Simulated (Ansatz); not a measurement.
**InAs wire along [111], 26 atoms a period, H-terminated: bands by functional**

Aim: is the InAs wire along [111], 26 atoms a period, H-terminated a metal or a semiconductor?

Calculated with Ansatz 0.2.0; DFT PBE, plane waves, PAW; relaxation of a wire's period; PAW set soft_1, in the first sound run; inputs show where later runs differ.

## Step 1: Set-up

The cell holds 56 atoms: 13 In, 13 As and 30 H. Its edges and angles: a = 18.461 Å, b = 17.521 Å, c = 10.721 Å, α = 90.0°, β = 90.0°, γ = 90.0°. Vacuum lies along a and b. The structure's axis is c.

## Step 2: Relaxing the period

Band widths follow the bond lengths, so the wire is relaxed first. The atoms and the third cell vector are free; the box across stays fixed as vacuum. A Fermi-Dirac smearing is set since the result may be a metal. The pressure printed is a third of the stress's trace over the whole box, vacuum included; only the stress along the axis is relaxed.

File input.yaml:

```yaml
crystal:
  lattice:
    - [18.461, 0.0, 0.0]
    - [0.0, 17.521, 0.0]
    - [0.0, 0.0, 10.7213944989]
  atoms:
    - { symbol: In, position: [0.381445176, 0.434065237, 0.0] }
    - { symbol: In, position: [0.618539103, 0.434065237, 0.0] }
    - { symbol: As, position: [0.381445176, 0.434065237, 0.25] }
    - { symbol: As, position: [0.49999214, 0.650410501, 0.25] }
    - { symbol: As, position: [0.618539103, 0.434065237, 0.25] }
    - { symbol: H, position: [0.302719002, 0.626186518, 0.277992274] }
    - { symbol: H, position: [0.49999214, 0.266167939, 0.277992274] }
    - { symbol: H, position: [0.697265278, 0.626186518, 0.277992274] }
    - { symbol: H, position: [0.312891485, 0.392362308, 0.298190249] }
    - { symbol: H, position: [0.49999214, 0.733816358, 0.298190249] }
    - { symbol: H, position: [0.687092794, 0.392362308, 0.298190249] }
    - { symbol: In, position: [0.381445176, 0.578295413, 0.333333333] }
    - { symbol: In, position: [0.49999214, 0.361950149, 0.333333333] }
    - { symbol: In, position: [0.618539103, 0.578295413, 0.333333333] }
    - { symbol: As, position: [0.381445176, 0.578295413, 0.583333333] }
    - { symbol: As, position: [0.49999214, 0.361950149, 0.583333333] }
    - { symbol: As, position: [0.618539103, 0.578295413, 0.583333333] }
    - { symbol: H, position: [0.184172038, 0.55407143, 0.611325607] }
    - { symbol: H, position: [0.262898213, 0.410398115, 0.611325607] }
    - { symbol: H, position: [0.302719002, 0.337726165, 0.611325607] }
    - { symbol: H, position: [0.302719002, 0.770416694, 0.611325607] }
    - { symbol: H, position: [0.381445176, 0.194052851, 0.611325607] }
    - { symbol: H, position: [0.460171351, 0.770416694, 0.611325607] }
    - { symbol: H, position: [0.539812928, 0.770416694, 0.611325607] }
    - { symbol: H, position: [0.618539103, 0.194052851, 0.611325607] }
    - { symbol: H, position: [0.697265278, 0.770416694, 0.611325607] }
    - { symbol: H, position: [0.697265278, 0.337726165, 0.611325607] }
    - { symbol: H, position: [0.737086066, 0.410398115, 0.611325607] }
    - { symbol: H, position: [0.815812241, 0.55407143, 0.611325607] }
    - { symbol: In, position: [0.262898213, 0.506180325, 0.666666667] }
    - { symbol: In, position: [0.381445176, 0.28983506, 0.666666667] }
    - { symbol: In, position: [0.381445176, 0.722525589, 0.666666667] }
    - { symbol: In, position: [0.49999214, 0.506180325, 0.666666667] }
    - { symbol: In, position: [0.618539103, 0.722525589, 0.666666667] }
    - { symbol: In, position: [0.618539103, 0.28983506, 0.666666667] }
    - { symbol: In, position: [0.737086066, 0.506180325, 0.666666667] }
    - { symbol: As, position: [0.262898213, 0.506180325, 0.916666667] }
    - { symbol: As, position: [0.381445176, 0.28983506, 0.916666667] }
    - { symbol: As, position: [0.381445176, 0.722525589, 0.916666667] }
    - { symbol: As, position: [0.49999214, 0.506180325, 0.916666667] }
    - { symbol: As, position: [0.618539103, 0.722525589, 0.916666667] }
    - { symbol: As, position: [0.618539103, 0.28983506, 0.916666667] }
    - { symbol: As, position: [0.737086066, 0.506180325, 0.916666667] }
    - { symbol: H, position: [0.194344522, 0.464477396, 0.964856915] }
    - { symbol: H, position: [0.262898213, 0.589586181, 0.964856915] }
    - { symbol: H, position: [0.312891485, 0.248132132, 0.964856915] }
    - { symbol: H, position: [0.312891485, 0.680822661, 0.964856915] }
    - { symbol: H, position: [0.381445176, 0.805931446, 0.964856915] }
    - { symbol: H, position: [0.449998868, 0.248132132, 0.964856915] }
    - { symbol: H, position: [0.549985411, 0.248132132, 0.964856915] }
    - { symbol: H, position: [0.618539103, 0.805931446, 0.964856915] }
    - { symbol: H, position: [0.687092794, 0.680822661, 0.964856915] }
    - { symbol: H, position: [0.687092794, 0.248132132, 0.964856915] }
    - { symbol: H, position: [0.737086066, 0.589586181, 0.964856915] }
    - { symbol: H, position: [0.805639758, 0.464477396, 0.964856915] }
    - { symbol: In, position: [0.49999214, 0.650410501, 0.0] }
kpoints:
  mp_grid: { grid: [1, 1, 8] }
scf:
  occupations: { method: fermi_dirac, width: 0.05 }
hamiltonian:
  xc: pbe
  pseudopotentials: { kind: paw, azcp: { folder: soft_1 } }
relax:
  cell: { fix: [a, b, alpha, beta, gamma] }
  max_steps: 45
  f_tol: 0.03
```

Command:

```
ansatz run input.yaml --threads 4 --pin off --max-ram 16384MiB --backend cpu --events-out ev --progress --plain --runs-dir out
```

Numbers of over 12 decimals in the logs are rounded to 6 here.

Log:

```text
Engine: ansatz 0.2.0, aarch64-unknown-linux-gnu
Pseudopotentials: kind: paw
Pseudopotential: In, paw, valence charge 13, recommended cutoff 420 eV (normal), soft_1/In.paw.azcp
Pseudopotential: As, paw, valence charge 15, recommended cutoff 420 eV (normal), soft_1/As.paw.azcp
Pseudopotential: H, paw, valence charge 1, recommended cutoff 420 eV (normal), soft_1/H.paw.azcp
Functional definition: PBE
  parameter kappa = 0.804
  parameter beta = 0.066725
  exchange = pbe_x(kappa = kappa, mu = beta*pi^2/3)
  correlation = pbe_c(beta = beta)
Crystal: 56 atoms, lattice volume = 3467.891 Å³
Basis set: ecut = 420 eV, 67797 PW (Γ), exchange–correlation on 250×240×144 points (8 copies of the dense FFT grid, shifted against one another)
Bands: 253, of which v1, the nominal top of the filled ones, is band 197 counted from 1 (196 counted from 0)
Symmetry: 2 space group operations
Space group: Pm (ITA 6), of the structure as read, at distance tolerance 1.5e-4 Å
k-points: 5 of 8 (time reversal used)
Non-local potential: In, projectors of the file, l = 0: 2, l = 1: 2, l = 2: 2, l = 3: 1
Non-local potential: As, projectors of the file, l = 0: 2, l = 1: 2, l = 2: 3, l = 3: 1
Non-local potential: H, projectors of the file, l = 0: 2, l = 1: 1
PAW form: soft (Blöchl's): semilocal exchange-correlation on the pseudo side does not see the compensation charge
PAW one-centre angular grid: In, 590 points (default); XC on 64 Gauss nodes
PAW one-centre angular grid: As, 590 points (default); XC on 64 Gauss nodes
PAW one-centre angular grid: H, 110 points (default); XC on 64 Gauss nodes
Initial density: superposition of atomic densities (neutral atoms: chi_scale 0, normalization atom)
Initial wavefunctions: pseudopotential atomic-orbital guess
Functional: x = pbe(κ = 0.804, μ = 0.219515), c = pbe(β = 0.066725)
SCF iter   1: F=—  HF=-136379.708977 eV  |F-HF|=—  |Δ(HF+E_count)|=         —  Δρ=2.82e-2  dr2=3.50e1  ethr=3.10e-3  ⟨swp⟩=6.8  Hψ=4671  notcnv=0  defer=110
preconditioner: auto → Resta (q_TF=auto, 1.899 Å⁻¹)  ε∞=1.6  [insulator: Δε(μ)=2.020 eV  Ē_g=13.176 eV  σ=0.050 eV  W_gap=1.00  n_scr=406 (ndim 8)  ℏωp=10.2 eV  f_vac=0.634  D(μ)=0.00/eV (n_scr^D=0)  ε∞_Penn≈1.6  vacuum switching on, ρ_ref=1.3e-2 e/Å³]
SCF iter   2: F=—  HF=-136369.904592 eV  |F-HF|=—  |Δ(HF+E_count)|=    9.80e0  Δρ=1.08e-2  dr2=4.77e0  ethr=3.10e-3  ⟨swp⟩=3.8  Hψ=1948  notcnv=0  defer=239
SCF iter   3: F=—  HF=-136369.003761 eV  |F-HF|=—  |Δ(HF+E_count)|=   9.01e-1  Δρ=4.11e-3  dr2=1.27e0  ethr=1.21e-3  ⟨swp⟩=4.0  Hψ=1710  notcnv=0  defer=224
SCF iter   4: F=—  HF=-136368.778725 eV  |F-HF|=—  |Δ(HF+E_count)|=   2.25e-1  Δρ=1.32e-3  dr2=1.26e-1  ethr=3.23e-4  ⟨swp⟩=5.2  Hψ=1496  notcnv=0  defer=224
SCF iter   5: F=—  HF=-136368.766094 eV  |F-HF|=—  |Δ(HF+E_count)|=   1.26e-2  Δρ=4.91e-4  dr2=9.26e-3  ethr=3.21e-5  ⟨swp⟩=3.4  Hψ=2254  notcnv=0  defer=222
SCF iter   6: F=—  HF=-136368.767686 eV  |F-HF|=—  |Δ(HF+E_count)|=   1.59e-3  Δρ=1.94e-4  dr2=1.28e-3  ethr=2.35e-6  ⟨swp⟩=2.4  Hψ=1881  notcnv=0  defer=222
SCF iter   7: F=—  HF=-136368.768390 eV  |F-HF|=—  |Δ(HF+E_count)|=   7.04e-4  Δρ=6.10e-5  dr2=3.18e-4  ethr=3.24e-7  ⟨swp⟩=2.0  Hψ=1353  notcnv=0  defer=222
SCF iter   8: F=—  HF=-136368.768468 eV  |F-HF|=—  |Δ(HF+E_count)|=   7.77e-5  Δρ=1.91e-5  dr2=2.21e-5  ethr=8.08e-8  ⟨swp⟩=2.0  Hψ=1353  notcnv=0  defer=222
SCF iter   9: F=—  HF=-136368.768339 eV  |F-HF|=—  |Δ(HF+E_count)|=   1.29e-4  Δρ=7.40e-6  dr2=3.52e-6  ethr=5.61e-9  ⟨swp⟩=2.0  Hψ=2103  notcnv=0  defer=222
SCF iter  10: F=—  HF=-136368.768341 eV  |F-HF|=—  |Δ(HF+E_count)|=   2.28e-6  Δρ=3.10e-6  dr2=6.26e-7  ethr=8.94e-10  ⟨swp⟩=2.0  Hψ=1588  notcnv=0  defer=222
SCF iter  11: F=-136368.768341 eV  HF=-136368.768341 eV  |F-HF|=2.62e-8  |Δ(HF+E_count)|=   3.84e-7  Δρ=1.15e-6  dr2=6.35e-8  ethr=2.54e-11  ⟨swp⟩=3.0  Hψ=4328  notcnv=0
SCF 1 converged in 11 iterations: F = -136368.768341 eV  dr2 = 6.35e-8
  greatest PAW one-centre occupation: 0.999 electrons in one spin orbital (limit 2), on the As atom at site 42 (counted from 0), in its partial waves of l = 2
relax step   1: F+E_penalty+E_count = -136368.76834120 eV  Δ(F+E_penalty+E_count) = +0.000e0 eV  max|allowed force component| = 1.251e0 eV/Å  Δτ_max = 0.0000 Å  P = -0.095 GPa  Ω = 3467.891 Å³  fix = [a, b, alpha, beta, gamma]  reactions: a -0.191, b -0.188 GPa; alpha -0.001 GPa/rad  (11 SCF iters, dr2 threshold 1.00e-7 eV, accepted)
Crystal: 56 atoms, lattice volume = 3471.716 Å³
Basis set: ecut = 420 eV, 67885 PW (Γ), exchange–correlation on 250×240×144 points (8 copies of the dense FFT grid, shifted against one another)
Initial density: handed on by an earlier stage of this run
Initial wavefunctions: those handed on with the density
iter 1 solved again at ethr=3.01e-4 eV; its pass at ethr=3.10e-3 eV (dr2=1.19e0 eV) is discarded
SCF iter   1: F=—  HF=-136371.798139 eV  |F-HF|=—  |Δ(HF+E_count)|=         —  Δρ=5.35e-3  dr2=1.18e0  ethr=3.01e-4  ⟨swp⟩=5.8  Hψ=6070  notcnv=0
preconditioner: auto → Resta (q_TF=auto, 1.898 Å⁻¹)  ε∞=1.6  [insulator: Δε(μ)=1.160 eV  Ē_g=13.178 eV  σ=0.050 eV  W_gap=1.00  n_scr=410 (ndim 8)  ℏωp=10.2 eV  f_vac=0.667  D(μ)=0.00/eV (n_scr^D=0)  ε∞_Penn≈1.6  vacuum switching on, ρ_ref=1.3e-2 e/Å³]
SCF iter   2: F=—  HF=-136371.485370 eV  |F-HF|=—  |Δ(HF+E_count)|=   3.13e-1  Δρ=2.75e-3  dr2=1.95e-1  ethr=3.00e-4  ⟨swp⟩=7.0  Hψ=2645  notcnv=0  defer=1
SCF iter   3: F=—  HF=-136371.460817 eV  |F-HF|=—  |Δ(HF+E_count)|=   2.46e-2  Δρ=1.11e-3  dr2=4.74e-2  ethr=4.94e-5  ⟨swp⟩=3.8  Hψ=2346  notcnv=0  defer=193
SCF iter   4: F=—  HF=-136371.455446 eV  |F-HF|=—  |Δ(HF+E_count)|=   5.37e-3  Δρ=2.80e-4  dr2=3.94e-3  ethr=1.20e-5  ⟨swp⟩=2.0  Hψ=1824  notcnv=0  defer=193
SCF iter   5: F=—  HF=-136371.455102 eV  |F-HF|=—  |Δ(HF+E_count)|=   3.44e-4  Δρ=8.56e-5  dr2=4.52e-4  ethr=1.00e-6  ⟨swp⟩=2.0  Hψ=2010  notcnv=0  defer=240
SCF iter   6: F=—  HF=-136371.455080 eV  |F-HF|=—  |Δ(HF+E_count)|=   2.20e-5  Δρ=3.19e-5  dr2=5.83e-5  ethr=1.15e-7  ⟨swp⟩=2.0  Hψ=2010  notcnv=0  defer=240
SCF iter   7: F=—  HF=-136371.455088 eV  |F-HF|=—  |Δ(HF+E_count)|=   7.80e-6  Δρ=1.26e-5  dr2=1.10e-5  ethr=1.48e-8  ⟨swp⟩=2.0  Hψ=1315  notcnv=0  defer=240
SCF iter   8: F=-136371.455089 eV  HF=-136371.455089 eV  |F-HF|=3.50e-7  |Δ(HF+E_count)|=   3.62e-7  Δρ=3.69e-6  dr2=4.23e-7  ethr=1.42e-9  ⟨swp⟩=4.0  Hψ=3452  notcnv=0
SCF 2 converged in 8 iterations: F = -136371.455089 eV  dr2 = 4.23e-7
[...]
Internal energy: -136372.788618 eV  (E = F + TS)
E sigma→0 (E₀):  -136372.788618 eV
Fermi energy:    -1.660000 eV
--- Per-component energies (eV) ---
  E_band       = -7838.604082
  E_kinetic    = 4481.203937
  E_local      = -187574.084379  (includes V_loc(G=0)·N_el)
  E_nonlocal   = -842.914774
  E_hartree    = 91814.835927
  E_xc         = -3017.426005
  E_vxc        = -2433.745330  (∫ρ·V_xc dr)
  E_paw        = -80921.163150  (= ΣΔE_a)
  E_vpaw       = -5098.711582  (= ΣTr[D̂ρ^β])
  E_aug_tail   = -0.025075  (compensation charges beyond the density's cutoff)
  E_ewald      = 39686.784900
  E_smearing   = -0.000000  (= −TS)
  E_closure    = 0.000000  (closes the sum)
  Σ components = -136372.788618   (vs F -136372.788618, Δ=0.00e0)
--- Forces (eV/Å), atoms counted from 1 ---
  atom   1  In     0.00684960     0.00345080     0.00568157
  atom   2  In    -0.00684960     0.00345080     0.00568157
  atom   3  As    -0.00575980    -0.00603815     0.00111920
  atom   4  As     0.00000000     0.00723153     0.00067903
  atom   5  As     0.00575980    -0.00603815     0.00111920
  atom   6  H     -0.00687227     0.00351102     0.00363852
  atom   7  H      0.00000000    -0.00845262     0.00270729
  atom   8  H      0.00687227     0.00351102     0.00363852
  atom   9  H      0.00064286     0.00130356    -0.00234139
  atom  10  H      0.00000000    -0.00139191    -0.00219696
  atom  11  H     -0.00064286     0.00130356    -0.00234139
  atom  12  In    -0.00353335     0.00344830    -0.00309916
  atom  13  In     0.00000000    -0.00090149    -0.00398401
  atom  14  In     0.00353335     0.00344830    -0.00309916
  atom  15  As     0.02128486    -0.01296451    -0.01365704
  atom  16  As     0.00000000     0.01935090    -0.00868045
  atom  17  As    -0.02128486    -0.01296451    -0.01365704
  atom  18  H     -0.00126061     0.00969199    -0.00115160
  atom  19  H      0.00399049    -0.00066799    -0.00836735
  atom  20  H     -0.00139905     0.00302326    -0.00554472
  atom  21  H     -0.00823921    -0.00325367    -0.00060912
  atom  22  H      0.00743233    -0.00534067     0.00000550
  atom  23  H      0.00274124    -0.00261893    -0.00699778
  atom  24  H     -0.00274124    -0.00261893    -0.00699778
  atom  25  H     -0.00743233    -0.00534067     0.00000550
  atom  26  H      0.00823921    -0.00325367    -0.00060912
  atom  27  H      0.00139905     0.00302326    -0.00554472
  atom  28  H     -0.00399049    -0.00066799    -0.00836735
  atom  29  H      0.00126061     0.00969199    -0.00115160
  atom  30  In    -0.00856396    -0.00889166     0.00112242
  atom  31  In    -0.00634678    -0.00274060    -0.00014030
  atom  32  In     0.00134573     0.01146813     0.00083398
  atom  33  In     0.00000000     0.00025382     0.00723780
  atom  34  In    -0.00134573     0.01146813     0.00083398
  atom  35  In     0.00634678    -0.00274060    -0.00014030
  atom  36  In     0.00856396    -0.00889166     0.00112242
  atom  37  As    -0.00398737    -0.00792459     0.01287529
  atom  38  As    -0.00905726     0.00239526     0.01242700
  atom  39  As     0.00524772     0.00741240     0.01254138
  atom  40  As     0.00000000    -0.00125707    -0.00770408
[...]
atom  45  H      0.00059930    -0.00702769     0.00233853
  atom  46  H      0.00043311    -0.00233554    -0.00269078
  atom  47  H      0.00662370     0.00411992     0.00038058
  atom  48  H     -0.00218984     0.00137222    -0.00243227
  atom  49  H     -0.00723904     0.00381705    -0.00091682
  atom  50  H      0.00723904     0.00381705    -0.00091682
  atom  51  H      0.00218984     0.00137222    -0.00243227
  atom  52  H     -0.00662370     0.00411992     0.00038058
  atom  53  H     -0.00043311    -0.00233554    -0.00269078
  atom  54  H     -0.00059930    -0.00702769     0.00233853
  atom  55  H      0.00349990     0.00069311    -0.00233585
  atom  56  In     0.00000000    -0.00663659     0.00657895
  max |Σ_I F_I| component: 2.87e-6 eV/Å
--- Stress (GPa, compression-positive) ---
        0.008788       0.000000       0.000000
        0.000000       0.007848       0.000834
        0.000000       0.000834       0.007149
  P = ⅓ Tr σ = 0.0079 GPa (0.079 kbar)
--- Relaxed structure (7 steps of the walk, 7 accepted, 1 SCFs on fresh bases) ---
  F+E_penalty+E_count = -136372.78861849 eV   max|allowed force component| = 2.128e-2 eV/Å   (the final SCF, on the basis selected at the relaxed cell)
  cell:  # Å, volume = 3441.3202 Å³
    - [18.461, 0.0, 0.0]
    - [0.0, 17.521, 0]
    - [0.0, 0, 10.639249]
  atoms:
    - { symbol: In, position: [0.384988, 0.436302, 0.00948501] }
    - { symbol: In, position: [0.615012, 0.436302, 0.00948501] }
    - { symbol: As, position: [0.391415, 0.440086, 0.258217] }
    - { symbol: As, position: [0.5, 0.638247, 0.258201] }
    - { symbol: As, position: [0.608585, 0.440086, 0.258217] }
    - { symbol: H, position: [0.299905, 0.627803, 0.269613] }
    - { symbol: H, position: [0.5, 0.262602, 0.269700] }
    - { symbol: H, position: [0.700095, 0.627803, 0.269613] }
    - { symbol: H, position: [0.322135, 0.397858, 0.293595] }
    - { symbol: H, position: [0.5, 0.722548, 0.293757] }
    - { symbol: H, position: [0.677865, 0.397858, 0.293595] }
    - { symbol: In, position: [0.372445, 0.583755, 0.345720] }
    - { symbol: In, position: [0.5, 0.350907, 0.345556] }
    - { symbol: In, position: [0.627555, 0.583755, 0.345720] }
    - { symbol: As, position: [0.377425, 0.580722, 0.593854] }
    - { symbol: As, position: [0.5, 0.357056, 0.593695] }
    - { symbol: As, position: [0.622575, 0.580722, 0.593854] }
    - { symbol: H, position: [0.184112, 0.594909, 0.638105] }
    - { symbol: H, position: [0.236732, 0.426958, 0.597063] }
    - { symbol: H, position: [0.303389, 0.305739, 0.596433] }
    - { symbol: H, position: [0.269191, 0.749999, 0.637992] }
    - { symbol: H, position: [0.414776, 0.173555, 0.638142] }
    - { symbol: H, position: [0.433693, 0.785721, 0.596712] }
    - { symbol: H, position: [0.566307, 0.785721, 0.596712] }
    - { symbol: H, position: [0.585224, 0.173555, 0.638142] }
    - { symbol: H, position: [0.730809, 0.749999, 0.637992] }
    - { symbol: H, position: [0.696611, 0.305739, 0.596433] }
    - { symbol: H, position: [0.763268, 0.426958, 0.597063] }
    - { symbol: H, position: [0.815888, 0.594909, 0.638105] }
    - { symbol: In, position: [0.246076, 0.520833, 0.644652] }
    - { symbol: In, position: [0.385043, 0.267229, 0.644653] }
    - { symbol: In, position: [0.361081, 0.730608, 0.644619] }
    - { symbol: In, position: [0.5, 0.506187, 0.654845] }
    - { symbol: In, position: [0.638919, 0.730608, 0.644619] }
    - { symbol: In, position: [0.614957, 0.267229, 0.644653] }
    - { symbol: In, position: [0.753924, 0.520833, 0.644652] }
    - { symbol: As, position: [0.267704, 0.499993, 0.902726] }
    - { symbol: As, position: [0.378668, 0.297377, 0.902729] }
    - { symbol: As, position: [0.388948, 0.721314, 0.902740] }
    - { symbol: As, position: [0.5, 0.506241, 0.911912] }
    - { symbol: As, position: [0.611052, 0.721314, 0.902740] }
    - { symbol: As, position: [0.621332, 0.297377, 0.902729] }
    - { symbol: As, position: [0.732296, 0.499993, 0.902726] }
    - { symbol: H, position: [0.205180, 0.458008, 0.965614] }
    - { symbol: H, position: [0.257727, 0.573493, 0.976858] }
    - { symbol: H, position: [0.312896, 0.261246, 0.965525] }
    - { symbol: H, position: [0.323599, 0.693600, 0.976956] }
    - { symbol: H, position: [0.392156, 0.799381, 0.965546] }
    - { symbol: H, position: [0.434105, 0.251558, 0.976927] }
    - { symbol: H, position: [0.565895, 0.251558, 0.976927] }
    - { symbol: H, position: [0.607844, 0.799381, 0.965546] }
    - { symbol: H, position: [0.676401, 0.693600, 0.976956] }
    - { symbol: H, position: [0.687104, 0.261246, 0.965525] }
    - { symbol: H, position: [0.742273, 0.573493, 0.976858] }
    - { symbol: H, position: [0.794820, 0.458008, 0.965614] }
    - { symbol: In, position: [0.5, 0.646217, 0.00944805] }
[key lines of the parts left out:]
SCF converged after 5 iterations
Free energy (F): -136372.788618 eV
```

Wall time 17 min (4 threads of Arm Neoverse V2, shared host); peak memory 11 GiB; 69 min of CPU time.

Relaxation path:

| step | energy less that of the first step (eV) | largest force component (eV/Å) | pressure (GPa) | volume (Å³) |
| --- | --- | --- | --- | --- |
| 1 | 0.0000 | 1.2506 | -0.09 | 3467.89 |
| 2 | -2.6867 | 0.4718 | 0.05 | 3471.72 |
| 3 | -3.5556 | 0.2053 | -0.02 | 3467.73 |
| 4 | -3.8276 | 0.1931 | -0.06 | 3460.17 |
| 5 | -3.9766 | 0.0854 | -0.03 | 3439.27 |
| 6 | -3.9940 | 0.1215 | 0.00 | 3446.57 |
| 7 | -4.0231 | 0.0212 | 0.01 | 3441.32 |
| 8* | -4.0203 | 0.0213 | 0.01 | 3441.32 |

Relaxation steps marked * repeat the geometry before them on a plane-wave basis chosen anew for their cell, so energy and pressure can jump there.

The run keeps the 2 symmetry operations that it works with, so distortions that break them were not tested.

| cell as run | before | after | change |
| --- | --- | --- | --- |
| c (Å) | 10.721 | 10.639 | -0.8 % |

The atoms that moved most (Å, along periodic axes as changes of fractional coordinates times the final cell, across vacuum about the mean position):

| atom | dx | dy | dz | length |
| --- | --- | --- | --- | --- |
| H29 | 0.001 | 0.716 | 0.285 | 0.770 |
| H18 | -0.001 | 0.716 | 0.285 | 0.770 |
| H21 | -0.619 | -0.358 | 0.284 | 0.769 |
| H26 | 0.619 | -0.358 | 0.284 | 0.769 |
| H22 | 0.615 | -0.359 | 0.285 | 0.767 |
| H25 | -0.615 | -0.359 | 0.285 | 0.767 |
| H28 | 0.483 | 0.290 | -0.152 | 0.584 |
| H19 | -0.483 | 0.290 | -0.152 | 0.584 |

Numbers from this step:

* cell length along the wire: 10.64 Å

The cell's length comes to 10.639 Å with spin left out.

(Continued in part 2 of 2.)

[Logs are printed without paths, hosts, clocks, repeated set-up lines and the standing remarks that a program may print on its own settings, such as how far it seeks lower states.]

[Hosts, paths, dates, database ids (printed as entryN), source tags and the programs' standing remarks are cut or masked in the printed files.]
